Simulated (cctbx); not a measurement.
# Er2CdGa3 with cctbx, script by script

Library: cctbx 2025.11.

## 1. Energy scan

run.py:

```python
from cctbx import adptbx, crystal, miller, xray
from cctbx.array_family import flex
from cctbx.eltbx import sasaki

cs = crystal.symmetry(unit_cell=(5.744, 5.744, 8.824, 90, 90, 120), space_group_symbol='Hall: -P 6c 2c')  # P6_3/mmc
atoms = [  # label, site, U (iso, or U11 U22 U33 U12 U13 U23 in A^2), occupancy
    ("Er1", (1/3, 2/3, 0.0668), (0.0116, 0.0116, 0.0095, 0.0058, 0.0000, 0.0000), 1),
    ("Cd1", (0, 0, 0.5), (0.0108, 0.0108, 0.0067, 0.0054, 0.0000, -0.0000), 1),
    ("Ga1", (0.8345, 0.1655, 0.25), (0.0182, 0.0182, 0.0178, 0.0076, 0.0000, 0.0000), 1),
]
xs = xray.structure(crystal_symmetry=cs)
for label, site, u, occ in atoms:
    u = adptbx.u_cif_as_u_star(cs.unit_cell(), u) if isinstance(u, tuple) else u
    xs.add_scatterer(xray.scatterer(label, site=site, u=u, occupancy=occ))
hkl = [(1, 1, 2), (0, 0, 2), (0, 1, 4), (1, 1, 0)]
ms = miller.set(cs, flex.miller_index(hkl + [tuple(-v for v in h) for h in hkl]), anomalous_flag=True)
print("E (eV)    f'(Cd)   f''   " + "".join("%16s" % ("|F|" + " ".join(map(str, h))) for h in hkl))
for e in [26111, 26461, 26591, 26651, 26681, 26696, 26703, 26707, 26715, 26719, 26726, 26741, 26771, 26861, 27111]:
    xs.set_inelastic_form_factors(12398.42 / e, "sasaki")
    t = sasaki.table("Cd").at_ev(e)
    f = flex.abs(ms.structure_factors_from_scatterers(xs, algorithm="direct").f_calc().data())
    n = len(hkl)
    print("%7.0f %7.2f %6.2f  " % (e, t.fp(), t.fdp()) + "".join("%9.1f/%6.1f" % (f[k], f[k + n]) for k in range(n)))
```

```console
$ python run.py
```

```text
E (eV)    f'(Cd)   f''           |F|1 1 2        |F|0 0 2        |F|0 1 4        |F|1 1 0
  26111   -3.33   0.58      257.7/ 257.7     77.6/  77.6     96.9/  96.9    248.8/ 248.8
  26461   -4.12   0.57      256.2/ 256.2     76.1/  76.1     95.3/  95.3    247.2/ 247.2
  26591   -4.79   0.56      254.8/ 254.8     74.7/  74.7     94.0/  94.0    245.8/ 245.8
  26651   -5.43   0.56      253.6/ 253.6     73.4/  73.4     92.8/  92.8    244.6/ 244.6
  26681   -6.07   0.56      252.4/ 252.4     72.2/  72.2     91.6/  91.6    243.3/ 243.3
  26696   -6.69   0.56      251.2/ 251.2     70.9/  70.9     90.4/  90.4    242.1/ 242.1
  26703   -7.20   0.56      250.2/ 250.2     69.9/  69.9     89.4/  89.4    241.1/ 241.1
  26707   -7.80   0.56      249.0/ 249.0     68.7/  68.7     88.2/  88.2    239.9/ 239.9
  26715   -8.69   3.60      247.5/ 247.5     67.5/  67.5     86.9/  86.9    238.5/ 238.5
  26719   -7.80   3.60      249.3/ 249.3     69.2/  69.2     88.6/  88.6    240.2/ 240.2
  26726   -6.93   3.60      251.0/ 251.0     71.0/  71.0     90.3/  90.3    241.9/ 241.9
  26741   -6.18   3.59      252.4/ 252.4     72.4/  72.4     91.7/  91.7    243.4/ 243.4
  26771   -5.46   3.59      253.8/ 253.8     73.8/  73.8     93.1/  93.1    244.8/ 244.8
  26861   -4.53   3.57      255.6/ 255.6     75.7/  75.7     94.8/  94.8    246.6/ 246.6
  27111   -3.53   3.51      257.4/ 257.4     77.6/  77.6     96.8/  96.8    248.4/ 248.4
```

It took 0.46 s on 1 thread of Arm Neoverse N1, on a shared host, peak memory 0.07 GiB.

[Logs are printed without paths, hosts, clocks, repeated set-up lines and the standing remarks that a program may print on its own settings, such as how far it seeks lower states.]
